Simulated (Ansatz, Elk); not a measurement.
# Bonding as seen by X-rays: Y3MnN

The structure of Y3MnN used here is made up (a known structure type with other elements) and was relaxed beforehand with PBEsol. The aim is the Fourier transform of its all-electron density, F(hkl), set beside the sum over free spherical atoms that refinements use.

Program: Elk 11.2.3 (patched build). Level of theory: DFT, PBE, all-electron APW+lo, Dirac cores, scalar-relativistic bands, static density, ferromagnetic start. Results are calculated unless marked as measured.

The structure was built from a prototype and need not be the compound's stable phase.

## 1. Set-up

Symmetry: Pm-3m, No. 221, cubic system. The conventional cell has a = 4.733 Å, b = 4.733 Å, c = 4.733 Å, α = 90.00°, β = 90.00°, γ = 90.00°. Nearest to Y lie 2 N at 2.37 Å. Nearest to Mn lie 12 Y at 3.35 Å. Nearest to N lie 6 Y at 2.37 Å. Farther neighbours and most contacts between anions are not listed.

## 2. Ground state and structure factors

An all-electron density is needed, since X-rays see the cores too. Task 0 finds the density and task 195 Fourier-transforms it; tshift is off so that phases refer to the origin typed.

elk.in

```
tasks
  0
  195
  196

xctype
  20

spinpol
  .true.

rgkmax
  7.0

gmaxvr
  14.0

lmaxo
  7

lmaxapw
  8

swidth
  0.002

tshift
  .false.

ramdisk
  .false.

hmaxvr
  5.5

maxscl
  120

epspot
  1e-06

reducebf
  0.8

sppath
  './'

avec
  8.94494135175 0.00000000000 -0.00000000000
  0.00000000000 8.94494135175 0.00000000000
  -0.00000000000 0.00000000000 8.94494135175

atoms
  3
  'Y.in'
  3
  0.5000000000 -0.0000000000 0.5000000000   0.000000 0.000000 0.000000
  0.0000000000 0.5000000000 0.5000000000   0.000000 0.000000 0.000000
  0.5000000000 0.5000000000 0.0000000000   0.000000 0.000000 0.000000
  'Mn.in'
  1
  -0.0000000000 0.0000000000 -0.0000000000   0.000000 0.000000 -0.200000
  'N.in'
  1
  0.5000000000 0.5000000000 0.5000000000   0.000000 0.000000 0.000000

ngridk
  4 4 4
```

The run is started by

```console
$ OMP_NUM_THREADS=4 elk
```

Numbers of over 12 decimals in the logs are rounded to 6 here.

What it wrote:

```text
┌─────────────────────────┐
│ Elk code version 11.2.3 │
└─────────────────────────┘

All units are atomic (Hartree, Bohr, etc.)

┌─────────────────────────────────────────────────┐
│ Ground-state run starting from atomic densities │
└─────────────────────────────────────────────────┘

Lattice vectors :
   8.944941352       0.000000000      -0.000000000
   0.000000000       8.944941352       0.000000000
  -0.000000000       0.000000000       8.944941352

Reciprocal lattice vectors :
  0.7024288992      -0.000000000       0.000000000
  -0.000000000      0.7024288992      -0.000000000
   0.000000000      -0.000000000      0.7024288992

Unit cell volume      :    715.7024308
Brillouin zone volume :   0.3465828852

Muffin-tin inner radius fraction :   0.1000000000E-01

Nuclei treated as point charges

Species : 1 (Y)
 parameters loaded from : Y.in
 name : yttrium
 nuclear charge    :   -39.00000000
 electronic charge :    39.00000000
 atomic mass :    162065.4503
 muffin-tin radius :    2.600000000
 number of radial points in muffin-tin :   1193
 inner part over the whole radius :   0.9871815862E-02
 number on inner part of muffin-tin    :    847
 approximate nuclear radius :   0.8135895711E-04
 number of mesh points to nuclear radius :    416
 atomic positions (lattice), magnetic fields (Cartesian) :
  1 :   0.50000000  0.00000000  0.50000000    0.00000000  0.00000000  0.00000000
  2 :   0.00000000  0.50000000  0.50000000    0.00000000  0.00000000  0.00000000
  3 :   0.50000000  0.50000000  0.00000000    0.00000000  0.00000000  0.00000000

Species : 2 (Mn)
 parameters loaded from : Mn.in
 name : manganese
 nuclear charge    :   -25.00000000
 electronic charge :    25.00000000
 atomic mass :    100145.9370
 muffin-tin radius :    2.400000000
 number of radial points in muffin-tin :    993
 inner part over the whole radius :   0.9953723401E-02
 number on inner part of muffin-tin    :    700
 approximate nuclear radius :   0.7074591925E-04
 number of mesh points to nuclear radius :    330
 atomic positions (lattice), magnetic fields (Cartesian) :
  1 :   0.00000000  0.00000000  0.00000000    0.00000000  0.00000000 -0.20000000

Species : 3 (N)
 parameters loaded from : N.in
 name : nitrogen
 nuclear charge    :   -7.000000000
 electronic charge :    7.000000000
 atomic mass :    25532.65216
 muffin-tin radius :    1.800000000
 number of radial points in muffin-tin :    593
 inner part over the whole radius :   0.9919300552E-02
 number on inner part of muffin-tin    :    407
 approximate nuclear radius :   0.4939692610E-04
 number of mesh points to nuclear radius :    170
 atomic positions (lattice), magnetic fields (Cartesian) :
  1 :   0.50000000  0.50000000  0.50000000    0.00000000  0.00000000  0.00000000

Total number of atoms per unit cell :    5
Total muffin-tin volume :    303.2013902
 ratio of muffin-tin to unit cell volume :   0.4236416940

Spin treatment :
 spin-polarised
 global magnetic field (Cartesian) :    0.000000000       0.000000000       0.000000000
 collinear magnetisation in z-direction

Number of Bravais lattice symmetries :   48
Number of crystal symmetries         :   48
Crystal has inversion symmetry
Real symmetric eigensolver will be used

k-point grid :      4     4     4
k-point offset :    0.000000000       0.000000000       0.000000000
k-point set is reduced with full crystal symmetry group
Total number of k-points :       10

Muffin-tin radius times maximum |G+k| :    7.000000000
 using average radius
Maximum |G+k| for APW functions       :    2.916666667
Maximum (1/2)|G+k|²                   :    4.253472222
Maximum |G| for potential and density :    14.00000000
Constant for pseudocharge density :    9
 order of it for each species :   16  16  16
 order of it for pair densities of each species (exact exchange by exxq0 0: 17) :   11  10   4
Radial integration step length :    1

G-vector grid sizes :     40    40    40
Number of G-vectors :    33131

Maximum angular momentum used for
[...]
total in muffin-tins        :    3.014786587
 total moment                :    3.094628283

RMS change in Kohn-Sham potential (target) :    2.261569178     (  0.1000000000E-05)
Absolute change in total energy (target)   :   0.6981622509     (  0.1000000000E-03)

[... loops 3 to 27 left out ...]

┌──────────────────┐
│ Loop number : 28 │
└──────────────────┘

Energies :
 Fermi                       :     0.266550
 sum of occupied eigenvalues :     -6701.5254072121
 electron kinetic            :      11706.280463843
 core electron kinetic       :      11405.250717677
 Coulomb                     :     -22688.440789279
 Coulomb potential           :     -17902.094117976
 nuclear-nuclear             :     -1342.6909753550
 electron-nuclear            :     -24819.655734023
 Hartree                     :      3473.9059200983
 Madelung                    :     -13737.393730291
 xc potential                :     -505.43314621197
 xc effective B-field        :    -0.278600
 external B-field            :      0.000000
 exchange                    :     -381.19804163383
 correlation                 :     -7.278458
 electron entropic           :    -0.23022991229348E-02
 total energy                :     -11370.639127753
 (external B-field energy excluded from total)

Density of states at Fermi energy :    181.7051283
 (states/Hartree/unit cell)

Estimated indirect band gap :   0.1504838874E-02
 from k-point 5 to k-point 7
Estimated direct band gap   :   0.2264892958E-02
 at k-point 5

Charges :
 core                        :    96.00000000
 valence                     :    53.00000000
 interstitial                :    8.173884557
 muffin-tins (core leakage)
  species : 1 (Y)
[...]
species : 2 (Mn)
[...]
species : 3 (N)
[...]
total in muffin-tins        :    140.8261154
 total calculated charge     :    148.9985366
 total charge                :    149.0000000
 error                       :   0.1463411482E-02

Moments :
 interstitial                :   0.1434654689
 muffin-tins
  species : 1 (Y)
[...]
species : 2 (Mn)
[...]
species : 3 (N)
[...]
total in muffin-tins        :    3.617473737
 total moment                :    3.760939206

RMS change in Kohn-Sham potential (target) :   0.5700812834E-06 (  0.1000000000E-05)
Absolute change in total energy (target)   :   0.8489649736E-04 (  0.1000000000E-03)

Convergence targets achieved

┌──────────────────┐
│ Loop number : 29 │
└──────────────────┘

Energies :
 Fermi                       :     0.266550
 sum of occupied eigenvalues :     -6701.5253878274
 electron kinetic            :      11706.280466526
 core electron kinetic       :      11405.250734281
 Coulomb                     :     -22688.440771471
 Coulomb potential           :     -17902.094115508
 nuclear-nuclear             :     -1342.6909753550
 electron-nuclear            :     -24819.655700512
 Hartree                     :      3473.9059043966
 Madelung                    :     -13737.393713717
 xc potential                :     -505.43313001226
 xc effective B-field        :    -0.278603
 external B-field            :      0.000000
 exchange                    :     -381.19804129796
 correlation                 :     -7.278458
 electron entropic           :    -0.23023697478102E-02
 total energy                :     -11370.639106953
 (external B-field energy excluded from total)

Density of states at Fermi energy :    181.7155711
 (states/Hartree/unit cell)

Estimated indirect band gap :   0.1506194998E-02
 from k-point 5 to k-point 7
Estimated direct band gap   :   0.2266789571E-02
 at k-point 5

Charges :
 core                        :    96.00000000
 valence                     :    53.00000000
 interstitial                :    8.173885531
 muffin-tins (core leakage)
  species : 1 (Y)
[...]
atom 3                    :    36.92171566     (  0.8754286526E-05)
  species : 2 (Mn)
   atom 1                    :    23.51551468     ( -0.2246778017E-06)
  species : 3 (N)
   atom 1                    :    6.545452808     ( -0.7867280383E-07)
 total in muffin-tins        :    140.8261145
 total calculated charge     :    148.9985366
 total charge                :    149.0000000
 error                       :   0.1463413331E-02

Moments :
 interstitial                :   0.1432862308
 muffin-tins
  species : 1 (Y)
[...]
atom 3                    :  -0.9678406077E-01
  species : 2 (Mn)
   atom 1                    :    3.888794070
  species : 3 (N)
   atom 1                    :   0.1893001528E-01
 total in muffin-tins        :    3.617371903
 total moment                :    3.760658134

┌──────────────────────────────┐
│ Self-consistent loop stopped │
└──────────────────────────────┘

Wrote STATE.OUT
```

The job ended after 3 min (4 threads of Arm Neoverse V1, shared host; peak memory 0.47 GiB).

SFACRHO.OUT:

```text

h k l indices transformed by vhmat matrix:
   1.000000000       0.000000000       0.000000000    
   0.000000000       1.000000000       0.000000000    
   0.000000000       0.000000000       1.000000000    

      h      k      l  multipl.   |H|            Re(F)            Im(F)           |F|

      0      0      0      1   0.0000000       149.00000     -0.19416334E-16   149.00000    
      0     -1      0      6  0.70242890      -18.999081     -0.89012736E-14   18.999081    
     -1      0      1     12  0.99338448      -6.3409976      0.50021189E-14   6.3409976    
      1      1      1      8   1.2166425       108.35747     -0.21527117E-13   108.35747    
      0      0     -2      6   1.4048578       113.57496      0.15279860E-13   113.57496    
     -1      0     -2     24   1.5706788      -15.622174     -0.85790886E-14   15.622174    
     -1      1     -2     24   1.7205924      -7.4087886     -0.44081044E-14   7.4087886    
      2      2      0     12   1.9867690       98.747823     -0.27485130E-13   98.747823    
      2     -2      1     24   2.1072867      -13.565714      0.12572032E-13   13.565714    
      0      0      3      6   2.1072867      -13.534111      0.20231182E-13   13.534111    
     -3      1      0     24   2.2212752      -7.6278975      0.69007423E-15   7.6278975    
     -1     -1     -3     24   2.3296931       85.686143      0.28748241E-13   85.686143    
      2     -2     -2      8   2.4332851       88.945570      0.12517467E-13   88.945570    
     -2     -3      0     24   2.5326434      -12.653795     -0.19054437E-13   12.653795    
     -2      1      3     48   2.6282483      -7.6954228     -0.12093454E-13   7.6954228    
      4      0      0      6   2.8097156       81.989015     -0.23152044E-13   81.989015    
      3      2     -2     24   2.8961885      -12.053276      0.20876127E-13   12.053276    
     -4      0     -1     24   2.8961885      -12.040623     -0.68178266E-14   12.040623
```

Elk indexes on the primitive cell of elk.in and gives |H| = 4π sin θ/λ in inverse bohr. Below, one row stands for each form hkl of the conventional cell (m members, Friedel mates merged), F is for one primitive cell and the density is static (no thermal factor). Free-atom factors are Waasmaier and Kirfel's, and R is Σm||F|−|F'||/Σm|F|.

```csv
hkl,m,sin θ/λ (Å⁻¹),"abs F, DFT",neutral atoms,diff.
100,6,0.106,18.999,18.770,+0.229
110,12,0.149,6.341,6.736,-0.395
111,8,0.183,108.358,108.938,-0.580
200,6,0.211,113.575,113.486,+0.089
210,24,0.236,15.622,15.285,+0.337
211,24,0.259,7.409,7.349,+0.060
220,12,0.299,98.748,98.675,+0.073
221,24,0.317,13.566,13.596,-0.030
300,6,0.317,13.534,13.596,-0.062
310,24,0.334,7.628,7.534,+0.094
311,24,0.350,85.686,85.536,+0.150
222,8,0.366,88.946,88.916,+0.029
320,24,0.381,12.654,12.645,+0.009
321,48,0.395,7.695,7.622,+0.073
```

## 3. The magnetisation density

The same run holds the spin density, and task 196 transforms it. The order is that of the start, and no other was tried.

SFACMAG_1.OUT:

```text

h k l indices transformed by vhmat matrix:
   1.000000000       0.000000000       0.000000000    
   0.000000000       1.000000000       0.000000000    
   0.000000000       0.000000000       1.000000000    

      h      k      l  multipl.   |H|            Re(F)            Im(F)           |F|

      0      0      0      1   0.0000000       3.7606583      0.39734347E-17   3.7606583    
      0     -1      0      6  0.70242890       3.6831925     -0.28110440E-16   3.6831925    
     -1      0      1     12  0.99338448       3.1998168      0.37682348E-16   3.1998168    
      1      1      1      8   1.2166425       2.6413827      0.48011643E-17   2.6413827    
      0      0     -2      6   1.4048578       2.3085582      0.24400638E-17   2.3085582    
     -1      0     -2     24   1.5706788       2.0320694      0.14663574E-16   2.0320694    
     -1      1     -2     24   1.7205924       1.8711997     -0.15882493E-16   1.8711997    
      2      2      0     12   1.9867690       1.5355124     -0.86258706E-17   1.5355124    
      2     -2      1     24   2.1072867       1.4027594      0.82947545E-17   1.4027594    
      0      0      3      6   2.1072867       1.3922767     -0.20708457E-16   1.3922767    
     -3      1      0     24   2.2212752       1.2737359      0.90828671E-18   1.2737359    
     -1     -1     -3     24   2.3296931       1.1672851      0.85402061E-18   1.1672851    
      2     -2     -2      8   2.4332851       1.0903693      0.63375925E-17   1.0903693    
     -2     -3      0     24   2.5326434      0.97834285     -0.73968270E-17  0.97834285    
     -2      1      3     48   2.6282483      0.90271656      0.76006205E-18  0.90271656    
      4      0      0      6   2.8097156      0.77945649      0.11909702E-16  0.77945649
```

The total moment is 3.76 μB a cell; sphere moments: Y1 -0.10, Y2 -0.10, Y3 -0.10, Mn4 +3.89, N5 +0.02 μB. Polarised neutrons measure spin and orbital magnetisation together; without spin-orbit coupling the run gives the spin part:

```csv
hkl,sin θ/λ (Å⁻¹),abs F_M (μB)
100,0.106,3.683
110,0.149,3.200
111,0.183,2.641
200,0.211,2.309
210,0.236,2.032
211,0.259,1.871
220,0.299,1.536
221,0.317,1.403
300,0.317,1.392
310,0.334,1.274
311,0.350,1.167
222,0.366,1.090
320,0.381,0.978
321,0.395,0.903
```

[end of part 1 of 2]

[Logs are printed without paths, hosts, clocks, repeated set-up lines and the standing remarks that a program may print on its own settings, such as how far it seeks lower states.]

[Hosts, paths, dates, database ids (printed as entryN), source tags and the programs' standing remarks are cut or masked in the printed files.]
